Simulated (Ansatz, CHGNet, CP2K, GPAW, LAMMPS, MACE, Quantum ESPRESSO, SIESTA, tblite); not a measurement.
**Amorphous polyacrylonitrile (as short chains C14N4H18) at 360 K (108 atoms) in Quantum ESPRESSO**

How do the settings of Quantum ESPRESSO change the result for amorphous polyacrylonitrile (as short chains C14N4H18) at 360 K (108 atoms)? A plane-wave run serves as the yardstick.

Method: the method is named at each step, in Quantum ESPRESSO 7.5.

### 1. Starting point

The cell holds 108 atoms: 42 C, 12 N and 54 H. Cell: a = 10.346 Å, b = 10.346 Å, c = 10.346 Å, α = 90.0°, β = 90.0°, γ = 90.0°. 3 polyacrylonitrile chains of 4 units with methyl end groups placed at random, at 1.09 g/cm³; overlaps pushed apart, then 20 ps at 800 K with MMFF94 bonds, angles, torsions, charges and radii (Halgren, J. Comput. Chem. 17, 490 (1996)) in harmonic and 12-6 forms. Snapshot after 30 ps at 360 K and fixed volume.

The yardstick, on the same geometry:

```
method                                           : Kohn-Sham DFT, PBE, PAW, plane waves (Ansatz 0.2.0); cutoff 420 eV, Γ point, fermi-dirac smearing of 0.05 eV; PAW set soft_2
r.m.s. force component                           : 1.196 eV/Å
longest force                                    : 5.414 eV/Å
pressure                                         : 3.184 GPa
gap (highest filled to lowest empty level) : 5.883 eV
SCF cycles                                       : 10
time                                             : 9.2 s on 4 threads of Arm Neoverse V2, shared host
CPU time                                         : 33 s
```

### 2. PBE, sssp-1.3.0-efficiency, 60/480 Ry

Method: Kohn-Sham DFT, PBE, SSSP efficiency 1.3.0 pseudopotentials, plane waves.

The input, pw.in:

```
&control
  calculation = 'scf'
  pseudo_dir = './pseudo'
  outdir = './tmp'
  disk_io = 'none'
  tprnfor = .true.
  tstress = .true.
/
&system
  ibrav = 0
  nat = 108
  ntyp = 3
  ecutwfc = 60
  ecutrho = 480
  nosym = .true.
  occupations = 'smearing'
  smearing = 'fd'
  degauss = 0.003675
/
&electrons
  conv_thr = 5.4e-07
  electron_maxstep = 100
  mixing_beta = 0.4
  mixing_mode = 'plain'
  diagonalization = 'david'
/
ATOMIC_SPECIES
C 12.011 C.upf
N 14.007 N.upf
H 1.008 H.upf
CELL_PARAMETERS angstrom
10.34621 0.00000 0.00000
0.00000 10.34621 0.00000
0.00000 0.00000 10.34621
ATOMIC_POSITIONS crystal
C 0.07060 0.70091 0.35933
C 0.16266 0.62867 0.26624
C 0.26048 0.72437 0.21704
C 0.21981 0.77282 0.08786
N 0.19147 0.82295 0.99055
C 0.39845 0.66595 0.21973
C 0.44576 0.56826 0.12032
C 0.46304 0.63946 0.00043
N 0.44865 0.70140 0.91164
C 0.34655 0.45528 0.10850
C 0.41904 0.33119 0.07886
C 0.51480 0.29506 0.18332
N 0.56874 0.24359 0.26987
C 0.31649 0.23395 0.07509
C 0.33694 0.10508 0.00700
C 0.42463 0.02356 0.08391
N 0.49676 0.96207 0.14200
C 0.39331 0.10632 0.87539
H 0.11640 0.72849 0.44654
H 0.98818 0.64727 0.37847
H 0.02938 0.78661 0.30469
H 0.20108 0.55876 0.32880
H 0.11738 0.57585 0.18664
H 0.26025 0.81430 0.28255
H 0.39749 0.61433 0.30630
H 0.46284 0.74253 0.25108
H 0.52872 0.53520 0.15971
H 0.29087 0.44844 0.19067
H 0.27579 0.48210 0.04944
H 0.46884 0.33262 0.98681
H 0.23027 0.27498 0.01918
H 0.27835 0.22210 0.17475
H 0.24755 0.05779 0.99483
H 0.41571 0.21017 0.84376
H 0.48191 0.05094 0.86747
H 0.31375 0.06611 0.81126
C 0.16763 0.48728 0.61394
C 0.13483 0.50521 0.76172
C 0.01849 0.59049 0.77151
C 0.04755 0.71410 0.71032
N 0.07538 0.81516 0.66557
C 0.96962 0.61416 0.91252
C 0.82805 0.65126 0.91266
C 0.74225 0.54695 0.87583
N 0.67420 0.46406 0.85243
C 0.80015 0.70554 0.04383
C 0.86510 0.84036 0.08343
C 0.80744 0.87406 0.20790
N 0.76474 0.88545 0.30848
C 0.82432 0.94529 0.98433
C 0.85387 0.09046 0.01656
C 0.96835 0.13651 0.93432
N 0.05531 0.17922 0.87345
C 0.74126 0.17799 0.98926
H 0.24336 0.55204 0.59036
H 0.20448 0.38731 0.60313
[... 48 atom lines left out ...]
H 0.37145 0.90411 0.65748
H 0.35809 0.71086 0.52784
H 0.52300 0.73035 0.47477
H 0.48817 0.68599 0.64375
K_POINTS gamma
```

Started as:

```console
$ OMP_NUM_THREADS=1 mpirun -np 2 pw.x -in pw.in > output.txt
```

Output:

```text
Program PWSCF
     gamma-point specific algorithms are used
     Parallelization info
     sticks:   dense  smooth     PW     G-vecs:    dense   smooth      PW
     Min        7307    3652    914               663515   234576   29182
     Max        7310    3653    915               663518   234577   29183
     Sum       14617    7305   1829              1327033   469153   58365
     bravais-lattice index     =            0
     lattice parameter (alat)  =      19.5515  a.u.
     unit-cell volume          =    7473.7827 (a.u.)^3
     number of atoms/cell      =          108
     number of atomic types    =            3
     number of electrons       =       282.00
     number of Kohn-Sham states=          169
     kinetic-energy cutoff     =      60.0000  Ry
     charge density cutoff     =     480.0000  Ry
     scf convergence threshold =      5.4E-07
     mixing beta               =       0.4000
     number of iterations used =            8  plain     mixing
     Exchange-correlation= PBE
                           (   1   4   3   4   0   0   0)
     crystal axes: (cart. coord. in units of alat)
               a(1) = (   1.000000   0.000000   0.000000 )
               a(2) = (   0.000000   1.000000   0.000000 )
               a(3) = (   0.000000   0.000000   1.000000 )
     reciprocal axes: (cart. coord. in units 2 pi/alat)
               b(1) = (  1.000000  0.000000  0.000000 )
               b(2) = (  0.000000  1.000000  0.000000 )
               b(3) = (  0.000000  0.000000  1.000000 )
     PseudoPot. # 1 for C :
     Pseudo is Projector augmented-wave + core cor, Zval =  4.0
     PseudoPot. # 2 for N :
     Pseudo is Ultrasoft + core correction, Zval =  5.0
     PseudoPot. # 3 for H :
     Pseudo is Ultrasoft, Zval =  1.0
     atomic species   valence    mass     pseudopotential
     C                 4.00    12.01100     C ( 1.00)
     N                 5.00    14.00700     N ( 1.00)
     H                 1.00     1.00800     H ( 1.00)
     No symmetry found
   Cartesian axes
     number of k points=     1  Fermi-Dirac smearing, width (Ry)=  0.0037
                       cart. coord. in units 2pi/alat
        k(    1) = (   0.0000000   0.0000000   0.0000000), wk =   2.0000000
     Dense  grid:   663517 G-vectors     FFT dimensions: ( 144, 144, 144)
     Smooth grid:   234577 G-vectors     FFT dimensions: ( 100, 100, 100)
     Check: negative core charge=   -0.000002
     Initial potential from superposition of free atoms
     starting charge     281.9977, renormalised to     282.0000
     Starting wfcs are  270 randomized atomic wfcs
     Self-consistent Calculation
     iteration #  1     ecut=    60.00 Ry     beta= 0.40
     total energy              =   -1078.83364237 Ry
     estimated scf accuracy    <      11.38134252 Ry
     iteration #  2     ecut=    60.00 Ry     beta= 0.40
     total energy              =   -1079.26632958 Ry
     estimated scf accuracy    <       1.83854578 Ry
     iteration #  3     ecut=    60.00 Ry     beta= 0.40
     total energy              =   -1079.43195427 Ry
     estimated scf accuracy    <       0.55822292 Ry
     iteration #  4     ecut=    60.00 Ry     beta= 0.40
     total energy              =   -1079.47234097 Ry
     estimated scf accuracy    <       0.10601961 Ry
     iteration #  5     ecut=    60.00 Ry     beta= 0.40
     total energy              =   -1079.48346411 Ry
     estimated scf accuracy    <       0.00784690 Ry
     iteration #  6     ecut=    60.00 Ry     beta= 0.40
     total energy              =   -1079.48442774 Ry
     estimated scf accuracy    <       0.00181321 Ry
     iteration #  7     ecut=    60.00 Ry     beta= 0.40
     total energy              =   -1079.48468280 Ry
     estimated scf accuracy    <       0.00028192 Ry
     iteration #  8     ecut=    60.00 Ry     beta= 0.40
     total energy              =   -1079.48471958 Ry
     estimated scf accuracy    <       0.00004574 Ry
     iteration #  9     ecut=    60.00 Ry     beta= 0.40
     total energy              =   -1079.48472782 Ry
     estimated scf accuracy    <       0.00000880 Ry
     iteration # 10     ecut=    60.00 Ry     beta= 0.40
     total energy              =   -1079.48472855 Ry
     estimated scf accuracy    <       0.00000302 Ry
     iteration # 11     ecut=    60.00 Ry     beta= 0.40
     End of self-consistent calculation
          k = 0.0000 0.0000 0.0000 ( 29183 PWs)   bands (ev):
   -17.6672 -17.5636 -17.5324 -17.3697 -17.3416 -17.2399 -17.2004 -17.1948
   -17.1762 -17.0292 -16.8878 -16.6769 -16.3947 -16.1559 -16.1362 -15.8052
   -15.5045 -15.3856 -15.0137 -14.8766 -14.8610 -14.2574 -14.0415 -13.9121
   -12.9021 -12.8049 -12.6485 -11.9650 -11.6048 -11.5498 -11.2563 -11.1088
   -10.9254 -10.6777 -10.5414 -10.3778 -10.1861 -10.0706 -10.0315  -9.9316
    -9.8781  -9.5158  -8.3481  -8.2973  -8.1180  -7.9662  -7.9291  -7.7423
    -7.5881  -7.4890  -7.4196  -7.2953  -7.1581  -7.0626  -6.8842  -6.5574
    -6.4312  -6.3092  -6.2758  -6.1672  -6.0369  -5.9197  -5.8905  -5.7139
    -5.6154  -5.4674  -5.3578  -5.2637  -5.2229  -5.1607  -5.0371  -4.9481
    -4.9246  -4.8275  -4.7624  -4.7474  -4.7083  -4.5922  -4.5576  -4.4379
    -4.3836  -4.3738  -4.2987  -4.1711  -4.1161  -3.9753  -3.9295  -3.8859
    -3.8404  -3.7684  -3.7204  -3.6813  -3.6280  -3.5623  -3.5258  -3.5079
[...]
-2.3851  -2.3589  -2.3326  -2.2658  -2.1914  -2.1350  -2.1295  -2.0691
    -2.0409  -1.9786  -1.9353  -1.8997  -1.8031   4.0845   4.1883   4.2307
     4.3717   4.4579   4.5171   4.5509   4.5959   4.6327   4.7138   4.8026
     4.8140   4.8497   4.8801   4.9919   5.0742   5.1608   5.2049   5.2967
     5.3091   5.3523   5.3957   5.5100   5.5622   5.6747   5.7490   5.8134
     5.9180
     the Fermi energy is     0.2717 ev
!    total energy              =   -1079.48472901 Ry
     estimated scf accuracy    <       0.00000026 Ry
     smearing contrib. (-TS)   =       0.00000000 Ry
     internal energy E=F+TS    =   -1079.48472901 Ry
     The total energy is F=E-TS. E is the sum of the following terms:
     one-electron contribution =    -695.77056165 Ry
     hartree contribution      =     439.02732840 Ry
     xc contribution           =    -297.14941537 Ry
     ewald contribution        =    -266.52450907 Ry
     one-center paw contrib.   =    -259.06757132 Ry
     convergence has been achieved in  11 iterations
     Forces acting on atoms (cartesian axes, Ry/au):
     atom    1 type  1   force =    -0.01101775    0.05192929   -0.13177893
     atom    2 type  1   force =    -0.07065853    0.04319841    0.02825199
     atom    3 type  1   force =     0.02872817    0.03019462   -0.03069915
     atom    4 type  1   force =     0.01621383    0.02940494    0.00823350
     atom    5 type  2   force =     0.00039734   -0.02114022    0.02440981
     atom    6 type  1   force =    -0.01490734    0.05165056    0.01798605
     atom    7 type  1   force =    -0.13443554    0.07646886   -0.02907285
     atom    8 type  1   force =     0.00447825   -0.10065013    0.11248952
     atom    9 type  2   force =    -0.00144480    0.09021650   -0.14135939
     atom   10 type  1   force =     0.20669916    0.02165640    0.03272969
     atom   11 type  1   force =     0.02858265    0.01310235    0.02553152
     atom   12 type  1   force =    -0.00746128   -0.03215197    0.03457644
[...]
atom  104 type  3   force =    -0.01637633   -0.02434171   -0.01577843
     atom  105 type  3   force =     0.02225892    0.00293984   -0.00573656
     atom  106 type  3   force =     0.01032953    0.00778386    0.00540160
     atom  107 type  3   force =    -0.01430197   -0.00672649    0.02576026
     atom  108 type  3   force =    -0.01504865    0.02014390   -0.03323892
     Total force =     0.845750     Total SCF correction =     0.000664
     Computing stress (Cartesian axis) and pressure
          total   stress  (Ry/bohr**3)                   (kbar)     P=       32.20
   0.00030561  -0.00004813   0.00000268           44.96       -7.08        0.39
  -0.00004813   0.00018611   0.00001045           -7.08       27.38        1.54
   0.00000268   0.00001045   0.00016493            0.39        1.54       24.26
     Message from routine punch:
     Nothing written, as per user request (disk_io='none')
```

The job ended after 1.8 min (2 MPI ranks of Arm Neoverse V2, shared host; peak memory 2.3 GiB; 3.6 min of CPU time).

Banners, paths, timers and routine set-up lines are dropped from the logs unmarked, and long logs keep their key lines alone; longer cuts are marked.

Against the reference:

```yaml
r_m_s_force_component: 1.208 eV/Å
r_m_s_difference_of_force_components: 40.96 meV/Å
longest_difference_of_force_vectors: 252.7 meV/Å
force_difference_over_r_m_s_force: 3.425 %
slope_of_forces_against_the_reference_s: 1.01
correlation_of_force_components: 0.9995
spacing_of_highest_filled_and_lowest_empty_level: 5.888 eV
gap_difference: 0.0044 eV
pressure: 3.22 GPa
pressure_difference: 0.0356 GPa
```

Length of the force difference by element (eV/Å):

| element | atoms | mean | most |
| --- | --- | --- | --- |
| C | 42 | 0.049 | 0.25 |
| H | 54 | 0.012 | 0.020 |
| N | 12 | 0.13 | 0.25 |

Levels nearest the highest filled one (eV from it): -0.56, -0.53, -0.46, -0.39, -0.33, -0.33, -0.27, -0.24, -0.18, -0.13, -0.10, 0.00, 5.89, 5.99, 6.03, 6.17, 6.26, 6.32, 6.35, 6.40, 6.44, 6.52, 6.61, 6.62.

Local excerpt of 11 atoms (numbers count through the whole input) about N9, one of the 12 N atoms; x, y, z are measured from there.

| atom | x | y | z | distance (Å) | bonds | Fx | Fy | Fz (eV/Å) |
| --- | --- | --- | --- | --- | --- | --- | --- | --- |
| N9 | 0.00 | 0.00 | 0.00 | 0.00 | 1 | -0.04 | 2.32 | -3.63 |
| C8 | 0.15 | -0.64 | 0.92 | 1.13 | 2 | 0.12 | -2.59 | 2.89 |
| C7 | -0.03 | -1.38 | 2.16 | 2.56 | 4 | -3.46 | 1.97 | -0.75 |
| H108 | 0.41 | -0.16 | -2.77 | 2.81 | 1 | -0.39 | 0.52 | -0.85 |
| H65 | 2.61 | 0.20 | 1.35 | 2.95 | 1 | -2.38 | 0.65 | 0.44 |
| N5 | -2.66 | 1.26 | 0.82 | 3.05 | 1 | 0.01 | -0.54 | 0.63 |
| C4 | -2.37 | 0.74 | 1.82 | 3.08 | 2 | 0.42 | 0.76 | 0.21 |
| H59 | -2.43 | -1.53 | -1.14 | 3.09 | 1 | 1.67 | 0.57 | 1.11 |
| H27 | 0.83 | -1.72 | 2.57 | 3.20 | 1 | 3.24 | -1.33 | 0.99 |
| H29 | -1.79 | -2.27 | 1.43 | 3.22 | 1 | -2.74 | 0.70 | -3.81 |
| C6 | -0.52 | -0.37 | 3.19 | 3.25 | 4 | -0.38 | 1.33 | 0.46 |

Forces lie 3.4 % from the reference's, at 6.6 times its CPU time (on 2 against 4 cores).

The difference per atom is largest on N (0.13 eV/Å on average, against 0.049 on C).

### 3. PBE, gbrv-1.5, 40/200 Ry

Method: Kohn-Sham DFT, PBE, GBRV 1.5 ultrasoft pseudopotentials, plane waves.

The pseudopotential files are exchanged too: ./pseudo now holds the set gbrv-pbe-1.5.

Edit pw.in of step 2 so:

```diff
@@ -12,4 +12,4 @@
   ntyp = 3
-  ecutwfc = 60
-  ecutrho = 480
+  ecutwfc = 40
+  ecutrho = 200
   nosym = .true.
```

Output:

```text
[banner, memory and clock lines left out]
Program PWSCF
     gamma-point specific algorithms are used
[... lines left out ...]
     total energy              =    -786.57456283 Ry
[... lines left out ...]
     total energy              =    -786.68690207 Ry
[... lines left out ...]
     total energy              =    -786.74854990 Ry
[... lines left out ...]
     total energy              =    -786.74855143 Ry
[... lines left out ...]
     the Fermi energy is     0.2662 ev
!    total energy              =    -786.74855165 Ry
[... lines left out ...]
     The total energy is F=E-TS. E is the sum of the following terms:
[... lines left out ...]
     convergence has been achieved in  11 iterations
     Forces acting on atoms (cartesian axes, Ry/au):
     atom    1 type  1   force =    -0.00486864    0.05200828   -0.13873161
     atom    2 type  1   force =    -0.07181324    0.05207551    0.02735594
     atom    3 type  1   force =     0.02864116    0.02792232   -0.03382577
[...]
atom  107 type  3   force =    -0.01213483   -0.00723531    0.02307135
     atom  108 type  3   force =    -0.01404691    0.01832262   -0.03069398
     Total force =     0.891560     Total SCF correction =     0.001132
     Computing stress (Cartesian axis) and pressure
          total   stress  (Ry/bohr**3)                   (kbar)     P=       37.39
   0.00034048  -0.00003985   0.00001182           50.09       -5.86        1.74
  -0.00003985   0.00021343   0.00000438           -5.86       31.40        0.64
   0.00001182   0.00000438   0.00020851            1.74        0.64       30.67
     Message from routine punch:
     Nothing written, as per user request (disk_io='none')
```

Elapsed: 42 s, on 2 MPI ranks; peak memory 0.76 GiB; 85 s of CPU time.

Against the reference:

| Property | Result |
| --- | --- |
| r.m.s. force component | 1.274 eV/Å |
| r.m.s. difference of force components | 167.6 meV/Å |
| longest difference of force vectors | 754.2 meV/Å |
| force difference over r.m.s. force | 14.02 % |
| slope of forces against the reference's | 1.057 |
| correlation of force components | 0.9927 |
| gap (highest filled to lowest empty level) | 5.894 eV |
| gap difference | 0.011 eV |
| pressure | 3.739 GPa |
| pressure difference | 0.5543 GPa |

Against the first run (3.4 %), the force difference from the reference is 14 %, at 0.39 times the CPU time.

### 4. All runs compared

Differences are against the plane-wave reference, forces as r.m.s. over components; share is that over the reference's r.m.s. force, slope the least-squares factor from reference forces to these. Total energies of different programs have different zeros and aren't compared.

| run | Δ force, r.m.s. (meV/Å) | share (%) | slope | Δ pressure (GPa) | Δ gap (eV) | cores | CPU time | memory (GiB) |
| --- | --- | --- | --- | --- | --- | --- | --- | --- |
| reference | - | - | - | - | - | 4 | 33 s | 1.1 |
| QE PBE, sssp-1.3.0-efficiency, 60/480 Ry | 41.0 | 3.42 | 1.010 | 0.0356 | 0.0044 | 2 | 3.6 min | 2.3 |
| QE PBE, gbrv-1.5, 40/200 Ry | 168 | 14.0 | 1.057 | 0.554 | 0.011 | 2 | 85 s | 0.76 |

CPU time is summed over cores on a shared host, where runs went side by side, so it is rough. Symmetry, cutoffs, thresholds, outputs and thread counts weren't matched or tuned between programs; memory under MPI is the largest rank's times the ranks.

### 5. Outcome

- nearest in forces: QE PBE, sssp-1.3.0-efficiency, 60/480 Ry, 3.4 %
- its CPU time: 3.6 min

PBE on plane waves or a grid with other potentials, cutoffs or grids differs from the reference by 3.4 % (QE PBE, sssp-1.3.0-efficiency, 60/480 Ry) to 14 % (QE PBE, gbrv-1.5, 40/200 Ry) of the r.m.s. force; this holds the reference's own error, so differences of a few per cent don't tell which side is nearer the exact PBE result (QE's 60 Ry are 816 eV, against the reference's 420 eV). QE PBE, gbrv-1.5, 40/200 Ry stands apart from the other plane-wave or grid runs, so its own grid or potentials are the likelier cause. None of the electronic-structure runs in the table takes under half the reference's CPU time of 33 s; they take 2.6 to 6.6 times as much. PBE gaps agree with the reference's 5.88 eV within 0.011 eV. The network of contacts between molecules at the start is that of the classical potential that made the cell, and needn't be the one that DFT or experiment would give. The reference's PBE has no dispersion term, which matters for the binding between molecules or layers. The density was typed from a rule of thumb and may lie off the real one at this temperature. The electronic-structure runs sample only Γ, in a cell whose shortest periodic width is 10 Å.

[Also dropped from logs without a mark: logging warnings of Python, and SIESTA's first energy breakdown and zero terms.]

[Logs are printed without paths, hosts, clocks, repeated set-up lines and the standing remarks that a program may print on its own settings, such as how far it seeks lower states.]

[Hosts, paths, dates, database ids (printed as entryN), source tags and the programs' standing remarks are cut or masked in the printed files.]

[The MMFF94 radii named for the starting cell were scaled by 0.96; in molecules described by MMFF94, hydrogen bound to N, O or S took a small fixed 12-6 site in their place.]
